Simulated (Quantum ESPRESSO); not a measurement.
# The valence band of Al2Pt as photoemission sees it, part 6 of 21

Aim: the valence spectrum of Al2Pt from He I to hard X-rays, and which orbitals make each feature.

Quantum ESPRESSO 7.5; DFT, PBEsol, plane waves, ultrasoft GBRV pseudopotentials, scalar-relativistic (the session's first sound run).

So far. Step 5 (The base run: bands): Of the bands kept, 3 cross the Fermi level on this path. Step 6 (With spin–orbit coupling: self-consistent run): The run ends at a pressure of -1.40 GPa.

The database entry behind the starting cell differs from later determinations by our own check (0.1 to 0.3 % short, probably kX units), so it need not match the best structure at ambient conditions.

## 7. With spin–orbit coupling: levels for the DOS

Level of this step: DFT, PBEsol, plane waves, norm-conserving PseudoDojo pseudopotentials, with spin-orbit coupling (Quantum ESPRESSO).

The levels for the density of states are solved on the fixed potential, without another SCF cycle.

nscf.in

```
&control
  calculation = 'nscf'
  prefix = 'pes'
  outdir = './tmp'
  pseudo_dir = './pp'
  verbosity = 'high'
/
&system
  ibrav = 0
  nat = 3
  ntyp = 2
  ecutwfc = 84.0
  ecutrho = 336.0
  occupations = 'smearing'
  nbnd = 44
  smearing = 'fd'
  degauss = 0.00367
  noncolin = .true.
  lspinorb = .true.
/
&electrons
  conv_thr = 1.8e-08
  mixing_beta = 0.5
  electron_maxstep = 120
  diago_full_acc = .true.
/
ATOMIC_SPECIES
Pt 195.0840 Pt.upf
Al 26.9815 Al.upf
CELL_PARAMETERS angstrom
 0.000000000 2.955000000 2.955000000
 2.955000000 0.000000000 2.955000000
 2.955000000 2.955000000 0.000000000
ATOMIC_POSITIONS crystal
Pt 0.000000000 0.000000000 0.000000000
Al 0.750000000 0.750000000 0.750000000
Al 0.250000000 0.250000000 0.250000000
K_POINTS automatic
16 16 16 0 0 0
```

The run is started by

```
$ OMP_NUM_THREADS=1 mpirun -n 4 pw.x -nk 4 -in nscf.in > nscf.out
```

Output:

```text
[banner, memory and clock lines left out]
Program PWSCF v.7.5 starts

          URL

     Atomic positions and unit cell read from directory:
     ./tmp/pes.save/

     Message from routine setup:
     using ibrav=0 with symmetry is DISCOURAGED, use correct ibrav instead

     G-vector sticks info

     bravais-lattice index     =            0
     lattice parameter (alat)  =       7.8972  a.u.
     unit-cell volume          =     348.2564 (a.u.)^3
     number of atoms/cell      =            3
     number of atomic types    =            2
     number of electrons       =        24.00
     number of Kohn-Sham states=           44
     kinetic-energy cutoff     =      84.0000  Ry
     charge density cutoff     =     336.0000  Ry
     Exchange-correlation= PBESOL
                           (   1   4  10   8   0   0   0)
     Non magnetic calculation with spin-orbit

     celldm(1)=   7.897168  celldm(2)=   0.000000  celldm(3)=   0.000000
     celldm(4)=   0.000000  celldm(5)=   0.000000  celldm(6)=   0.000000

     crystal axes: (cart. coord. in units of alat)
               a(1) = (   0.000000   0.707107   0.707107 )
               a(2) = (   0.707107   0.000000   0.707107 )
               a(3) = (   0.707107   0.707107   0.000000 )

     reciprocal axes: (cart. coord. in units 2 pi/alat)
               b(1) = ( -0.707107  0.707107  0.707107 )
               b(2) = (  0.707107 -0.707107  0.707107 )
               b(3) = (  0.707107  0.707107 -0.707107 )

     PseudoPot. # 1 for Pt read from file:
     ./pp/Pt.upf
     Pseudo is Norm-conserving + core correction, Zval = 18.0
     Generated using ONCVPSP code by D. R. Hamann
     Using radial grid of 1358 points, 14 beta functions with:
                l(1) =   0
                l(2) =   0
                l(3) =   1
                l(4) =   1
                l(5) =   1
                l(6) =   1
                l(7) =   2
                l(8) =   2
                l(9) =   2
               l(10) =   2
               l(11) =   3
               l(12) =   3
               l(13) =   3
               l(14) =   3

     PseudoPot. # 2 for Al read from file:
     ./pp/Al.upf
     Pseudo is Norm-conserving + core correction, Zval =  3.0
     Generated using ONCVPSP code by D. R. Hamann
     Using radial grid of 1876 points, 10 beta functions with:
                l(1) =   0
                l(2) =   0
                l(3) =   1
                l(4) =   1
                l(5) =   1
                l(6) =   1
                l(7) =   2
                l(8) =   2
                l(9) =   2
               l(10) =   2

     atomic species   valence    mass     pseudopotential
     Pt               18.00   195.08400     Pt( 1.00)
     Al                3.00    26.98150     Al( 1.00)

     48 Sym. Ops., with inversion, found

                                    s                        frac. trans.

      isym =  1     identity

 cryst.   s( 1) = (     1          0          0      )
                  (     0          1          0      )
                  (     0          0          1      )

 cart.    s( 1) = (  1.0000000 -0.0000000  0.0000000 )
                  ( -0.0000000  1.0000000  0.0000000 )
                  ( -0.0000000  0.0000000  1.0000000 )

      isym =  2     180 deg rotation - cart. axis [0,0,1]

 cryst.   s( 2) = (     0          1         -1      )
                  (     1          0         -1      )
                  (     0          0         -1      )

 cart.    s( 2) = ( -1.0000000  0.0000000  0.0000000 )
                  (  0.0000000 -1.0000000  0.0000000 )
                  (  0.0000000 -0.0000000  1.0000000 )

      isym =  3     180 deg rotation - cart. axis [0,1,0]

 cryst.   s( 3) = (     0         -1          1      )
                  (     0         -1          0      )
                  (     1         -1          0      )

 cart.    s( 3) = ( -1.0000000 -0.0000000 -0.0000000 )
                  (  0.0000000  1.0000000 -0.0000000 )
                  (  0.0000000  0.0000000 -1.0000000 )

      isym =  4     180 deg rotation - cart. axis [1,0,0]

 cryst.   s( 4) = (    -1          0          0      )
                  (    -1          0          1      )
                  (    -1          1          0      )

 cart.    s( 4) = (  1.0000000  0.0000000 -0.0000000 )
                  ( -0.0000000 -1.0000000 -0.0000000 )
                  ( -0.0000000 -0.0000000 -1.0000000 )

      isym =  5     180 deg rotation - cart. axis [1,1,0]

 cryst.   s( 5) = (    -1          0          1      )
[...]
cart.    s( 5) = ( -0.0000000  1.0000000 -0.0000000 )
[...]
isym =  6     180 deg rotation - cart. axis [1,-1,0]

 cryst.   s( 6) = (     0         -1          0      )
[...]
cart.    s( 6) = (  0.0000000 -1.0000000 -0.0000000 )
[...]
isym =  7      90 deg rotation - cart. axis [0,0,-1]

 cryst.   s( 7) = (     0          1          0      )
[...]
cart.    s( 7) = (  0.0000000  1.0000000  0.0000000 )
[...]
isym =  8      90 deg rotation - cart. axis [0,0,1]

 cryst.   s( 8) = (     1          0         -1      )
[...]
cart.    s( 8) = ( -0.0000000 -1.0000000  0.0000000 )
[...]
isym =  9     180 deg rotation - cart. axis [1,0,1]

 cryst.   s( 9) = (    -1          1          0      )
[...]
cart.    s( 9) = (  0.0000000  0.0000000  1.0000000 )
[...]
isym = 10     180 deg rotation - cart. axis [-1,0,1]

 cryst.   s(10) = (     0          0         -1      )
[...]
cart.    s(10) = ( -0.0000000  0.0000000 -1.0000000 )
[...]
isym = 11      90 deg rotation - cart. axis [0,1,0]

 cryst.   s(11) = (     0          0          1      )
[...]
cart.    s(11) = ( -0.0000000 -0.0000000  1.0000000 )
[...]
isym = 12      90 deg rotation - cart. axis [0,-1,0]

 cryst.   s(12) = (     1         -1          0      )
[...]
cart.    s(12) = (  0.0000000 -0.0000000 -1.0000000 )
[...]
isym = 13     180 deg rotation - cart. axis [0,1,1]

 cryst.   s(13) = (     1          0          0      )
[...]
cart.    s(13) = ( -1.0000000  0.0000000 -0.0000000 )
[...]
isym = 14     180 deg rotation - cart. axis [0,1,-1]

 cryst.   s(14) = (    -1          0          0      )
[...]
cart.    s(14) = ( -1.0000000 -0.0000000  0.0000000 )
[...]
isym = 15      90 deg rotation - cart. axis [-1,0,0]

[...]
15.0047  15.0047  15.3006  15.3006  16.8617  16.8617  16.9204  16.9204
    17.3351  17.3351  17.4533  17.4533  17.6091  17.6091  17.7077  17.7077
    19.6839  19.6839  20.9738  20.9738

     occupation numbers
     1.0000   1.0000   1.0000   1.0000   1.0000   1.0000   1.0000   1.0000
[...]
0.0000   0.0000   0.0000   0.0000

          k = 0.0884 0.0884-0.0884 (  4546 PWs)   bands (ev):

[...]
20.7203  20.7203  21.4988  21.4988

     occupation numbers
[...]
0.0000   0.0000   0.0000   0.0000

          k = 0.1326 0.1326-0.1326 (  4522 PWs)   bands (ev):

[...]
22.0239  22.0239  22.2569  22.2569

     occupation numbers
[...]
0.0000   0.0000   0.0000   0.0000

          k = 0.1768 0.1768-0.1768 (  4537 PWs)   bands (ev):

[...]
22.9164  22.9164  23.0432  23.0432

     occupation numbers
[...]
0.0000   0.0000   0.0000   0.0000

          k = 0.2210 0.2210-0.2210 (  4558 PWs)   bands (ev):

[...]
23.7172  23.7172  23.8106  23.8106

     occupation numbers
[...]
0.0000   0.0000   0.0000   0.0000

          k = 0.2652 0.2652-0.2652 (  4537 PWs)   bands (ev):

[...]
24.3049  24.3049  24.3733  24.3733

     occupation numbers
[...]
0.0000   0.0000   0.0000   0.0000

          k = 0.3094 0.3094-0.3094 (  4500 PWs)   bands (ev):

[...]
23.8281  23.8281  24.4116  24.4116

     occupation numbers
[...]
0.0000   0.0000   0.0000   0.0000

          k =-0.3536-0.3536 0.3536 (  4512 PWs)   bands (ev):

[...]
occupation numbers
[...]
k = 0.0884 0.0000 0.0000 (  4565 PWs)   bands (ev):

[...]
occupation numbers
[...]
k = 0.1326 0.0442-0.0442 (  4547 PWs)   bands (ev):

[...]
occupation numbers
[...]
k = 0.1768 0.0884-0.0884 (  4532 PWs)   bands (ev):

[...]
occupation numbers
[...]
k = 0.2210 0.1326-0.1326 (  4540 PWs)   bands (ev):

[...]
occupation numbers
[...]
k = 0.2652 0.1768-0.1768 (  4548 PWs)   bands (ev):

[...]
occupation numbers
[...]
k = 0.3094 0.2210-0.2210 (  4534 PWs)   bands (ev):

[...]
occupation numbers
[...]
k = 0.3536 0.2652-0.2652 (  4517 PWs)   bands (ev):

[...]
occupation numbers
[...]
k =-0.3094-0.3977 0.3977 (  4521 PWs)   bands (ev):

[...]
k =-0.2652-0.3536 0.3536 (  4518 PWs)   bands (ev):

[...]
k =-0.2210-0.3094 0.3094 (  4532 PWs)   bands (ev):

[...]
k =-0.1768-0.2652 0.2652 (  4545 PWs)   bands (ev):

[...]
k =-0.1326-0.2210 0.2210 (  4543 PWs)   bands (ev):

[...]
k =-0.0884-0.1768 0.1768 (  4535 PWs)   bands (ev):

[...]
k =-0.0442-0.1326 0.1326 (  4531 PWs)   bands (ev):

[...]
k = 0.0000-0.0884 0.0884 (  4547 PWs)   bands (ev):

[...]
k = 0.1768 0.0000 0.0000 (  4549 PWs)   bands (ev):

[...]
k = 0.2210 0.0442-0.0442 (  4539 PWs)   bands (ev):

[...]
k = 0.2652 0.0884-0.0884 (  4534 PWs)   bands (ev):

[...]
k = 0.3094 0.1326-0.1326 (  4545 PWs)   bands (ev):

[...]
k =-0.2652-0.4419 0.4419 (  4510 PWs)   bands (ev):

[...]
k =-0.2210-0.3977 0.3977 (  4522 PWs)   bands (ev):

[...]
k =-0.1768-0.3536 0.3536 (  4528 PWs)   bands (ev):

[...]
k =-0.1326-0.3094 0.3094 (  4545 PWs)   bands (ev):

[...]
k =-0.0884-0.2652 0.2652 (  4547 PWs)   bands (ev):

[...]
k =-0.0442-0.2210 0.2210 (  4544 PWs)   bands (ev):

[...]
k = 0.0000-0.1768 0.1768 (  4549 PWs)   bands (ev):

[...]
k = 0.2652-0.0000 0.0000 (  4544 PWs)   bands (ev):

[...]
k =-0.2210-0.4861 0.4861 (  4510 PWs)   bands (ev):

[...]
k =-0.1768-0.4419 0.4419 (  4526 PWs)   bands (ev):

[...]
k = 0.0000-0.2652 0.2652 (  4539 PWs)   bands (ev):

[...]
k = 0.3536 0.0000 0.0000 (  4552 PWs)   bands (ev):

[...]
k = 0.4419 0.0884-0.0884 (  4528 PWs)   bands (ev):

[...]
k = 0.4861 0.1326-0.1326 (  4524 PWs)   bands (ev):

[...]
k = 0.0000-0.3536 0.3536 (  4514 PWs)   bands (ev):

[...]
k = 0.4419 0.0000-0.0000 (  4552 PWs)   bands (ev):

[...]
k = 0.4861 0.0442-0.0442 (  4540 PWs)   bands (ev):

[...]
k = 0.5303 0.0884-0.0884 (  4524 PWs)   bands (ev):

[...]
k =-0.1326-0.5745 0.5745 (  4521 PWs)   bands (ev):

[...]
k =-0.0884-0.5303 0.5303 (  4522 PWs)   bands (ev):

[...]
k =-0.0442-0.4861 0.4861 (  4506 PWs)   bands (ev):

[...]
k =-0.0000-0.4419 0.4419 (  4514 PWs)   bands (ev):

[...]
k = 0.5303-0.0000 0.0000 (  4536 PWs)   bands (ev):

[...]
k = 0.5745 0.0442-0.0442 (  4521 PWs)   bands (ev):

[...]
k =-0.0884-0.6187 0.6187 (  4525 PWs)   bands (ev):

[...]
k =-0.0442-0.5745 0.5745 (  4512 PWs)   bands (ev):

[...]
occupation numbers
[...]
k = 0.0000-0.5303 0.5303 (  4526 PWs)   bands (ev):

[...]
occupation numbers
[...]
k = 0.6187 0.0000-0.0000 (  4512 PWs)   bands (ev):

[...]
occupation numbers
[...]
k =-0.0442-0.6629 0.6629 (  4507 PWs)   bands (ev):

[...]
occupation numbers
[...]
k =-0.0000-0.6187 0.6187 (  4490 PWs)   bands (ev):

[...]
22.9247  22.9247  25.2674  25.2674

     occupation numbers
[...]
0.0000   0.0000   0.0000   0.0000

          k =-0.7071 0.0000 0.0000 (  4488 PWs)   bands (ev):

[...]
22.7247  22.7247  25.4672  25.4672

     occupation numbers
[...]
0.0000   0.0000   0.0000   0.0000

          k = 0.1768 0.0884 0.0000 (  4539 PWs)   bands (ev):

[...]
20.8711  20.8711  21.3493  21.3493

     occupation numbers
[...]
0.0000   0.0000   0.0000   0.0000

          k = 0.2210 0.1326-0.0442 (  4539 PWs)   bands (ev):

[...]
7.5601   7.5601   7.8492   7.8492  11.4619  11.4619  12.7043  12.7043
    14.2048  14.2048  15.1468  15.1468  16.2286  16.2286  17.0133  17.0133
    17.3030  17.3030  18.1706  18.1706  18.4862  18.4862  19.8065  19.8065
    21.1899  21.1899  22.5941  22.5941

     occupation numbers
     1.0000   1.0000   1.0000   1.0000   1.0000   1.0000   1.0000   1.0000
     1.0000   1.0000   1.0000   1.0000   1.0000   1.0000   1.0000   1.0000
     1.0000   1.0000   1.0000   1.0000   0.0566   0.0566   0.0000   0.0000
     0.0000   0.0000   0.0000   0.0000   0.0000   0.0000   0.0000   0.0000
     0.0000   0.0000   0.0000   0.0000   0.0000   0.0000   0.0000   0.0000
     0.0000   0.0000   0.0000   0.0000

          k = 0.2652 0.1768-0.0
```

Elapsed: 4.7 min, on 4 MPI ranks of Arm Neoverse V1, shared host; 19 min of CPU time.

This step gave:

```yaml
fermi_energy: 11.32 eV
```

(Continued in part 7 of 21.)

[Logs are printed without paths, hosts, clocks, repeated set-up lines and the standing remarks that a program may print on its own settings, such as how far it seeks lower states.]

[Hosts, paths, dates, database ids (printed as entryN), source tags and the programs' standing remarks are cut or masked in the printed files.]

[Maps of the electrostatic potential energy from Ansatz leave out the sawtooth potential of an applied field or a dipole correction, so their vacuum need not be flat; work functions include it.]

[Peak lists hold at most the 14 tallest peaks of each spectrum; further lines can be left out.]
